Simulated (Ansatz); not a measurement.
## Band gap of InSe (P-6m2) from density functionals to GW

What gap does each level of theory give for InSe (P-6m2), and in what time?

Method: density functionals, hybrids and G0W0, plane waves, PAW, in Ansatz 0.2.0.

## Step 1: Starting point

The structure is hexagonal, space group P-6m2 (No. 187). Conventional cell: a = 3.975 Å, b = 3.975 Å, c = 16.264 Å, α = 90.00°, β = 90.00°, γ = 120.00°. In has 3 Se at 2.62 Å and 1 In at 2.74 Å nearest. Nearest to In lie 3 Se at 2.62 Å and 1 In at 2.74 Å. Nearest to Se lie 3 In at 2.62 Å. Nearest to Se lie 3 In at 2.62 Å. Farther neighbours and most contacts between anions are not listed.

The structure was relaxed with LDA. The runs that relaxed it are not among those shown. The default PAW set here is soft_2. Its files were made with PBE.

## Step 2: LDA on the 6×6×2 mesh

Levels along a band path and on the mesh show where this functional puts the band edges.

This step: DFT, LDA, plane waves, PAW.

input.yaml

```yaml
crystal:
  lattice:
    - [3.9748709455, 0.0, 0.0]
    - [-1.9874354728, 3.4423392156, 0.0]
    - [0.0, 0.0, 16.2636494814]
  atoms:
    - { symbol: In, position: [0.0, 0.0, 0.5842950809] }
    - { symbol: In, position: [0.0, 0.0, 0.4157049191] }
    - { symbol: In, position: [0.3333333333, 0.6666666667, 0.9156997426] }
    - { symbol: In, position: [0.3333333333, 0.6666666667, 0.0843002574] }
    - { symbol: Se, position: [0.6666666667, 0.3333333333, 0.8378264049] }
    - { symbol: Se, position: [0.6666666667, 0.3333333333, 0.1621735951] }
    - { symbol: Se, position: [0.3333333333, 0.6666666667, 0.6621026916] }
    - { symbol: Se, position: [0.3333333333, 0.6666666667, 0.3378973084] }
kpoints:
  mp_grid: { grid: [6, 6, 2] }
  band_path:
    path:
      - [[0.0, 0.0, 0.0], [0.5, 0.0, 0.0], [0.33333333, 0.33333333, 0.0], [0.0, 0.0, 0.0], [0.0, 0.0, 0.5], [0.5, 0.0, 0.5], [0.33333333, 0.33333333, 0.5], [0.0, 0.0, 0.5]]
      - [[0.5, 0.0, 0.5], [0.5, 0.0, 0.0]]
      - [[0.33333333, 0.33333333, 0.5], [0.33333333, 0.33333333, 0.0]]
    npoints: 10
hamiltonian:
  xc: lda
scf:
  occupations: { method: fermi_dirac, width: 0.02 }
  n_extra_bands: 6
output:
  eigenvalues: true
  forces: true
  stress: true
  write_density: true
  write_potential: true
  elf: true
  volumetric_format: npy
```

Launch:

```console
$ ansatz run input.yaml --threads 3 --pin off --max-ram 92160MiB --backend cuda --events-out ev --progress --plain --runs-dir out --devices 1 --max-vram 13GiB
```

Numbers of over 12 decimals in the logs are rounded to 6 here.

The log of the run:

```text
scf.n_extra_bands = 6 over 58 filled bands (N_el = 116.0): the run solves 64 bands
GPUs: using 1 of 1 available (devices: 1).
Engine: ansatz 0.2.0, x86_64-unknown-linux-gnu
Pseudopotentials: kind: paw
Pseudopotential: In, paw, valence charge 13, recommended cutoff 420 eV (normal), In.paw.azcp
Pseudopotential: Se, paw, valence charge 16, recommended cutoff 420 eV (normal), Se.paw.azcp
Functional definition: SPW92
  exchange = slater_x
  correlation = pw_c
device memory: the entry about to start is reckoned to put 5.3 GiB on a device that reports 71.0 GiB free (of which the cap on the GPU budget leaves the run 13.0 GiB)
GPU FFT provider: cuFFT
GPU libraries: cuBLAS 13.8.2, cuFFT 12.4.0, cuSOLVER 12.3.4
Crystal: 8 atoms, lattice volume = 222.533 Å³
Basis set: ecut = 420 eV, 4387 PW (Γ)
Bands: 64, of which v1, the nominal top of the filled ones, is band 58 counted from 1 (57 counted from 0)
Symmetry: 12 space group operations
Space group: P-6m2 (ITA 187), of the structure as read, at distance tolerance 6.1e-5 Å
k-points: 14 of 72 (time reversal used)
Non-local potential: In, projectors of the file, l = 0: 2, l = 1: 2, l = 2: 2, l = 3: 2
Non-local potential: Se, projectors of the file, l = 0: 2, l = 1: 2, l = 2: 3, l = 3: 1
PAW form: soft (Blöchl's): semilocal exchange-correlation on the pseudo side does not see the compensation charge
PAW frozen core: In, regenerated for the run's functional, and the local potential with it (the file was generated under x = pbe(κ = 0.804, μ = 0.219515), c = pbe(β = 0.066725))
PAW frozen core: Se, regenerated for the run's functional, and the local potential with it (the file was generated under x = pbe(κ = 0.804, μ = 0.219515), c = pbe(β = 0.066725))
PAW one-centre angular grid: In, 590 points (default); XC on 64 Gauss nodes
PAW one-centre angular grid: Se, 590 points (default); XC on 64 Gauss nodes
Initial density: superposition of atomic densities (neutral atoms: chi_scale 0, normalization atom), corrected by the library's trained network
Initial wavefunctions: pseudopotential atomic-orbital guess
GPU buffer pool allocated for 87480 grid points (all kernels)
GPU transforms: local potential and band sums: pruned to the plane-wave sphere, on 25×27×120
Functional: x = slater, c = lda
SCF iter   1: F=—  HF=-43365.519456 eV  |F-HF|=—  |Δ(HF+E_count)|=         —  Δρ=6.89e-3  dr2=1.12e-1  ethr=1.77e-3  ⟨swp⟩=6.1  Hψ=3688  notcnv=0
preconditioner: auto → Resta (q_TF=auto, 2.448 Å⁻¹)  ε∞=3.9  [insulator: Δε(μ)=0.149 eV  Ē_g=12.722 eV  σ=0.020 eV  W_gap=0.95  n_scr=66 (ndim 8)  ℏωp=21.7 eV  f_vac=0.064  D(μ)=0.06/eV (n_scr^D=0)  ε∞_Penn≈3.9]
SCF iter   2: F=—  HF=-43365.491557 eV  |F-HF|=—  |Δ(HF+E_count)|=   2.79e-2  Δρ=2.90e-3  dr2=1.10e-2  ethr=9.64e-5  ⟨swp⟩=3.6  Hψ=1705  notcnv=0  defer=26
SCF iter   3: F=—  HF=-43365.489338 eV  |F-HF|=—  |Δ(HF+E_count)|=   2.22e-3  Δρ=8.66e-4  dr2=1.24e-3  ethr=9.44e-6  ⟨swp⟩=2.0  Hψ=1414  notcnv=0  defer=26
SCF iter   4: F=—  HF=-43365.489372 eV  |F-HF|=—  |Δ(HF+E_count)|=   3.43e-5  Δρ=2.07e-4  dr2=1.01e-4  ethr=1.07e-6  ⟨swp⟩=2.0  Hψ=1060  notcnv=0  defer=26
SCF iter   5: F=—  HF=-43365.488962 eV  |F-HF|=—  |Δ(HF+E_count)|=   4.10e-4  Δρ=4.73e-5  dr2=5.37e-6  ethr=8.72e-8  ⟨swp⟩=2.0  Hψ=1602  notcnv=0  defer=26
SCF iter   6: F=—  HF=-43365.489260 eV  |F-HF|=—  |Δ(HF+E_count)|=   2.98e-4  Δρ=1.00e-5  dr2=3.80e-7  ethr=4.63e-9  ⟨swp⟩=2.0  Hψ=1626  notcnv=0  defer=26
SCF iter   7: F=-43365.489260 eV  HF=-43365.489260 eV  |F-HF|=3.00e-8  |Δ(HF+E_count)|=   5.39e-8  Δρ=4.36e-6  dr2=7.81e-8  ethr=8.62e-11  ⟨swp⟩=13.4  Hψ=7558  notcnv=0
SCF 1 converged in 7 iterations: F = -43365.489260 eV  dr2 = 7.81e-8
[...]
device memory: the entry about to start is reckoned to put 4.5 GiB on a device that reports 72.1 GiB free (of which the cap on the GPU budget leaves the run 13.0 GiB)
NSCF: frozen V_eff on 93 k-points
SCF converged after 7 iterations
Free energy (F): -43365.489260 eV
Harris-Foulkes:  -43365.489260 eV  (|F-HF|=3.00e-8)
Internal energy: -43365.489180 eV  (E = F + TS)
E sigma→0 (E₀):  -43365.489220 eV
Entropy (-TS):   -0.000080 eV (-0.010 meV/atom)
Fermi energy:    7.801258 eV
--- Per-component energies (eV) ---
  E_band       = -1801.246468
  E_kinetic    = 1453.701126
  E_local      = -15472.615674  (includes V_loc(G=0)·N_el)
  E_nonlocal   = -875.679740
  E_hartree    = 7126.320166
  E_xc         = -1268.831714
  E_vxc        = -798.801838  (∫ρ·V_xc dr)
  E_paw        = -23370.256087  (= ΣΔE_a)
  E_vpaw       = -360.506409  (= ΣTr[D̂ρ^β])
  E_aug_tail   = -0.002296  (compensation charges beyond the density's cutoff)
  E_ewald      = -10968.132557
  E_core_change = 10.007595  (= ΣΔE_core)
  E_smearing   = -0.000080  (= −TS)
  E_closure    = 0.000000  (closes the sum)
  Σ components = -43365.489260   (vs F -43365.489260, Δ=0.00e0)
--- Forces (eV/Å), atoms counted from 1 ---
  atom   1  In     0.00000000    -0.00000000     0.00014344
  atom   2  In     0.00000000    -0.00000000    -0.00014344
  atom   3  In     0.00000000     0.00000000    -0.00015612
  atom   4  In     0.00000000     0.00000000     0.00015612
  atom   5  Se    -0.00000000     0.00000000    -0.00055278
  atom   6  Se    -0.00000000     0.00000000     0.00055278
  atom   7  Se    -0.00000000     0.00000000     0.00056687
  atom   8  Se    -0.00000000     0.00000000    -0.00056687
  max |Σ_I F_I| component: 1.39e-17 eV/Å
--- Stress (GPa, compression-positive) ---
       -0.003131       0.000000       0.000000
        0.000000      -0.003131      -0.000000
        0.000000      -0.000000      -0.013454
  P = ⅓ Tr σ = -0.0066 GPa (-0.066 kbar)
--- Band table (eV; the first three rows and the last of 14) ---
  k-point 0: bands = [... 54 lower, 6.4115, 6.5012, 6.5012, 7.7155, 7.8870, 9.4134, 9.6114, 9.6844, ... 2 higher]
  k-point 1: bands = [... 54 lower, 6.4669, 6.4669, 6.6103, 6.6579, 8.8028, 8.9060, 9.6688, 9.6972, ... 2 higher]
  k-point 2: bands = [... 54 lower, 6.1197, 6.2528, 6.4411, 7.4406, 9.2184, 9.7717, 10.2098, 10.3595, ... 2 higher]
  k-point 13: bands = [... 54 lower, 5.0572, 5.4396, 5.6484, 6.0677, 9.0641, 9.4090, 9.9001, 10.2316, ... 2 higher]
```

Run time: 7.5 s. Hardware: 1 × NVIDIA H100 80GB HBM3 (shared by 6 runs) with 3 threads of AMD EPYC 7R13 (Zen 3), shared host; peak memory 1.1 GiB; 7 s of CPU time.

The column dr2 measures how far the density is from self-consistency, as an energy; F and HF (Harris–Foulkes) agree once it is small.

Numbers from this step:

- pressure: -0.006572 GPa
- filled bands: 58
- gap: 0.1715 eV
- valence top at: Γ
- conduction bottom at: Γ
- least direct gap: 0.1715 eV

Over mesh and path the gap is 0.171 eV, direct, at k = Γ.

## Step 3: LDA+SOC on the 6×6×2 mesh

This run has two-component orbitals with spin-orbit coupling.

This step: DFT, LDA with spin-orbit coupling, plane waves, PAW.

input.yaml, the sections that differ from step 2:

```yaml
kpoints:
  mp_grid: { grid: [6, 6, 2] }
  band_path:
    path:
      - [0.0, 0.0, 0.0]
      - [0.5, 0.0, 0.0]
      - [0.33333333, 0.33333333, 0.0]
      - [0.0, 0.0, 0.5]
      - [0.5, 0.0, 0.5]
      - [0.33333333, 0.33333333, 0.5]
    npoints: 1
scf:
  occupations: { method: fermi_dirac, width: 0.02 }
  n_extra_bands: 12
magnetization:
  noncollinear: true
  spin_orbit: true
output:
  eigenvalues: true
  forces: true
  stress: true
# crystal, hamiltonian: as in step 2
```

The log of the run:

```text
[...]
GPUs: using 1 of 1 available (devices: 1).
[...]
non-collinear run that drives no moment, with spin-orbit: no starting moment large enough to seed its density (crystal.atoms[].spin), no starting occupations that ask for one, no magnetisation constraint and no magnetic field, so the semilocal B_xc is pinned to zero
[...]
GPU FFT provider: cuFFT
GPU libraries: cuBLAS 13.8.2, cuFFT 12.4.0, cuSOLVER 12.3.4
Crystal: 8 atoms, lattice volume = 222.533 Å³
Basis set: ecut = 420 eV, 4387 PW (Γ)
Bands: 128, of which v1, the nominal top of the filled ones, is band 116 counted from 1 (115 counted from 0)
Symmetry: 12 space group operations + 12 with time reversal
[...]
k-points: 14 of 72 (time reversal used)
Projection manifold: j_resolved (fully-relativistic pseudo-atomic orbitals)
[...]
atom   4  In     0.00000000     0.00000000    -0.00520146
  atom   5  Se    -0.00000000     0.00000000     0.00413125
  atom   6  Se    -0.00000000     0.00000000    -0.00413125
  atom   7  Se    -0.00000000    -0.00000000    -0.00416097
  atom   8  Se    -0.00000000    -0.00000000     0.00416097
  max |Σ_I F_I| component: 1.62e-17 eV/Å
--- Stress (GPa, compression-positive) ---
       -0.034328       0.000000      -0.000000
       -0.000000      -0.034328       0.000000
        0.000000       0.000000      -0.071137
  P = ⅓ Tr σ = -0.0466 GPa (-0.466 kbar)
--- Band table (eV; the first three rows and the last of 14) ---
  k-point 0: bands = [... 112 lower, 6.6483, 6.6483, 7.7426, 7.7426, 7.8903, 7.8903, 9.4114, 9.4114, ... 8 higher]
  k-point 1: bands = [... 112 lower, 6.6746, 6.6746, 6.7159, 6.7159, 8.8043, 8.8043, 8.9084, 8.9084, ... 8 higher]
  k-point 2: bands = [... 112 lower, 6.4733, 6.4733, 7.4500, 7.4500, 9.2220, 9.2220, 9.7687, 9.7687, ... 8 higher]
  k-point 13: bands = [... 112 lower, 5.5947, 5.6920, 6.0362, 6.0854, 9.0383, 9.0883, 9.4044, 9.4136, ... 8 higher]
[key lines of the parts left out:]
SCF converged after 10 iterations
Magnetization: |M| = 0.0000 μB,  M = (+0.0000, +0.0000, +0.0000) μB
Free energy (F): -43373.481238 eV
Fermi energy:    7.816451 eV
```

It took 7.3 s on 1 × NVIDIA H100 80GB HBM3 (shared by 6 runs) with 3 threads; peak memory 1.2 GiB; 12 s of CPU time.

Numbers from this step:

| Quantity | Value |
| --- | --- |
| pressure | -0.04660 GPa |
| gap | 0.1477 eV |
| valence top at | Γ |
| conduction bottom at | Γ |
| least direct gap | 0.1477 eV |

Over mesh and listed points the gap is 0.148 eV, direct, at k = Γ. LDA+SOC against LDA: 0.148 − 0.171 = −0.023 eV, with the same mesh, set of files (read in its fully relativistic form for the spin-orbit run) and cutoff, and both edges at the same k points. The spin-orbit run sees mesh and listed points alone, so its gap is an upper bound: the coupling can move an edge off these points, the more so as this crystal has no centre of inversion, and the change over the zone, its sign included where it is small, is not known.

## Step 4: r2SCAN on the 6×6×2 mesh

r2SCAN is a meta-GGA: it depends on the kinetic-energy density as well as on the density and its gradient.

This step: DFT, r2SCAN, plane waves, PAW.

input.yaml: that of step 3 with these lines changed.

```diff
@@ -26,9 +26,6 @@
 hamiltonian:
-  xc: lda
+  xc: r2scan
 scf:
-  occupations: { method: fermi_dirac, width: 0.02 }
-  n_extra_bands: 12
-magnetization:
-  noncollinear: true
-  spin_orbit: true
+  occupations: { method: fixed }
+  n_extra_bands: 6
 output:
```

The log of the run:

```text
[...]
GPUs: using 1 of 1 available (devices: 1).
[...]
GPU FFT provider: cuFFT
GPU libraries: cuBLAS 13.8.2, cuFFT 12.4.0, cuSOLVER 12.3.4
Crystal: 8 atoms, lattice volume = 222.533 Å³
Basis set: ecut = 500 eV, 5657 PW (Γ), exchange–correlation on 120×120×480 points (64 copies of the dense FFT grid, shifted against one another)
[...]
k-point 0: bands = [... 54 lower, 6.4312, 6.5209, 6.5209, 7.8236, 8.6578, 10.0049, 10.3724, 10.4088, ... 2 higher]
  k-point 1: bands = [... 54 lower, 6.4854, 6.4854, 6.8606, 6.9019, 9.4125, 9.5071, 10.3917, 10.4243, ... 2 higher]
  k-point 2: bands = [... 54 lower, 6.1374, 6.2703, 6.5355, 7.5338, 9.8661, 10.3653, 10.8044, 10.9592, ... 2 higher]
  k-point 13: bands = [... 54 lower, 5.0879, 5.4727, 5.7117, 6.1121, 9.4776, 9.7667, 10.4964, 10.7822, ... 2 higher]
[key lines of the parts left out:]
SCF converged after 7 iterations
Free energy (F): -44365.049081 eV
Fermi energy:    7.823631 eV
P = ⅓ Tr σ = 2.9842 GPa (29.842 kbar)
```

The job ended after 6.5 s (1 × NVIDIA H100 80GB HBM3 (shared by 6 runs) with 3 threads; peak memory 1.2 GiB; 8 s of CPU time).

This step gave:

* pressure: 2.984 GPa
* gap: 0.8342 eV
* valence top at: Γ
* conduction bottom at: Γ
* least direct gap: 0.8342 eV

Over mesh and listed points the gap is 0.834 eV, direct, at k = Γ. r2SCAN against LDA: 0.834 − 0.171 = +0.663 eV. The runs also differ in plane-wave cutoff (420 eV and 500 eV) and occupations, so how much of this comes from the functional alone is not known.

## Step 5: HSE06 on the 6×6×2 mesh

HSE06 mixes in a quarter of exact exchange at short range.

This step: DFT, HSE06, plane waves, PAW.

input.yaml: that of step 4 with these lines changed.

```diff
@@ -26,3 +26,3 @@
 hamiltonian:
-  xc: r2scan
+  xc: hse06
 scf:
@@ -32,3 +32,5 @@
   eigenvalues: true
-  forces: true
-  stress: true
+  write_density: true
+  write_potential: true
+  elf: true
+  volumetric_format: npy
```

The log of the run:

```text
[...]
GPUs: using 1 of 1 available (devices: 1).
[...]
davidson cushion auto → on  (no smearing: the cushion is to keep the highest requested band from converging to the state above it; pin scf.eigensolver.cushion to override)
[...]
GPU FFT provider: cuFFT
GPU libraries: cuBLAS 13.8.2, cuFFT 12.4.0, cuSOLVER 12.3.4
Crystal: 8 atoms, lattice volume = 222.533 Å³
Basis set: ecut = 420 eV, 4387 PW (Γ)
[...]
Fermi energy:    7.626463 eV
[...]
--- Band table (eV; the first three rows and the last of 14) ---
  k-point 0: bands = [... 54 lower, 6.1725, 6.2665, 6.2665, 7.6265, 8.7752, 10.2079, 10.4711, 10.5384, ... 2 higher]
  k-point 1: bands = [... 54 lower, 6.2289, 6.2289, 6.6442, 6.6888, 9.5373, 9.6347, 10.5240, 10.5558, ... 2 higher]
  k-point 2: bands = [... 54 lower, 5.8609, 5.9978, 6.2805, 7.3330, 10.0616, 10.6247, 10.9868, 11.1592, ... 2 higher]
  k-point 13: bands = [... 54 lower, 4.7044, 5.1163, 5.4644, 5.8538, 9.6299, 9.9092, 10.7400, 11.0806, ... 2 higher]
[key lines of the parts left out:]
Free energy (F): -44293.707542 eV
```

Wall time 45 s (1 × NVIDIA H100 80GB HBM3 (shared by 6 runs) with 3 threads); peak memory 2.1 GiB.

Numbers from this step:

| Quantity | Value |
| --- | --- |
| gap | 1.149 eV |
| valence top at | Γ |
| conduction bottom at | Γ |
| least direct gap | 1.149 eV |
| exact-exchange fraction | 0.25 |

Over mesh and listed points the gap is 1.149 eV, direct, at k = Γ. HSE06 against r2SCAN: 1.149 − 0.834 = +0.315 eV. The runs also differ in plane-wave cutoff (500 eV and 420 eV), so how much of this comes from the functional alone is not known.

## Step 6: PBE0 on the 6×6×2 mesh

PBE0 mixes in a quarter of exact exchange at all distances.

This step: DFT, PBE0, plane waves, PAW.

input.yaml: that of step 5 with these lines changed.

```diff
@@ -26,3 +26,3 @@
 hamiltonian:
-  xc: hse06
+  xc: pbe0
 scf:
@@ -32,5 +32 @@
   eigenvalues: true
-  write_density: true
-  write_potential: true
-  elf: true
-  volumetric_format: npy
```

The log of the run:

```text
[...]
GPUs: using 1 of 1 available (devices: 1).
[...]
GPU FFT provider: cuFFT
GPU libraries: cuBLAS 13.8.2, cuFFT 12.4.0, cuSOLVER 12.3.4
Crystal: 8 atoms, lattice volume = 222.533 Å³
Basis set: ecut = 420 eV, 4387 PW (Γ)
Bands: 64, of which v1, the nominal top of the filled ones, is band 58 counted from 1 (57 counted from 0)
Symmetry: 12 space group operations
[...]
k-points: 14 of 72 (time reversal used)
[...]
Fermi energy:    7.305785 eV
[...]
--- Band table (eV; the first three rows and the last of 14) ---
  k-point 0: bands = [... 54 lower, 5.8223, 5.9211, 5.9211, 7.3058, 9.0433, 10.5394, 10.7872, 10.8646, ... 2 higher]
  k-point 1: bands = [... 54 lower, 5.8814, 5.8814, 6.3012, 6.3459, 9.8250, 9.9255, 10.8496, 10.8833, ... 2 higher]
  k-point 2: bands = [... 54 lower, 5.5060, 5.6473, 5.9165, 7.0010, 10.3747, 10.9681, 11.3177, 11.4969, ... 2 higher]
  k-point 13: bands = [... 54 lower, 4.3191, 4.7447, 5.0995, 5.5010, 9.9452, 10.2282, 11.0826, 11.4370, ... 2 higher]
[key lines of the parts left out:]
Free energy (F): -44290.641608 eV
```

Run time: 61 s. Hardware: 1 × NVIDIA H100 80GB HBM3 (shared by 6 runs) with 3 threads; peak memory 2 GiB; 1.9 min of CPU time.

This step gave:

```yaml
gap: 1.738 eV
valence_top_at: Γ
conduction_bottom_at: Γ
least_direct_gap: 1.738 eV
exact_exchange_fraction: 0.25
```

Over mesh and listed points the gap is 1.738 eV, direct, at k = Γ. PBE0 against HSE06: 1.738 − 1.149 = +0.589 eV, with the same mesh, files and cutoff, and both edges at the same k points.

(Part 1 of 2 ends here.)

[Paths, hosts, dates, memory and timing lines, banners, echoed tables and standing remarks are left out of the program output.]

[Logs are printed without paths, hosts, clocks, repeated set-up lines and the standing remarks that a program may print on its own settings, such as how far it seeks lower states.]

[Runs of the session that timed out or met a known fault of the program may be left out.]

[Cells called generated may have been cut or substituted from an entry of the Crystallography Open Database or the Materials Project.]

[Hosts, paths, dates, database ids (printed as entryN), source tags and the programs' standing remarks are cut or masked in the printed files.]

[Where an RPA ε∞ is given, it is that of the G0W0 mesh and is not shown converged in it. Names of k-points follow the symmetry that the program found, which can be lower than the space group named. Band edges on a path are those of the sampled points; other points can move an edge, and change direct to indirect where valleys lie close.]

[Hybrid gaps are those of their k-mesh and are not shown converged in it.]
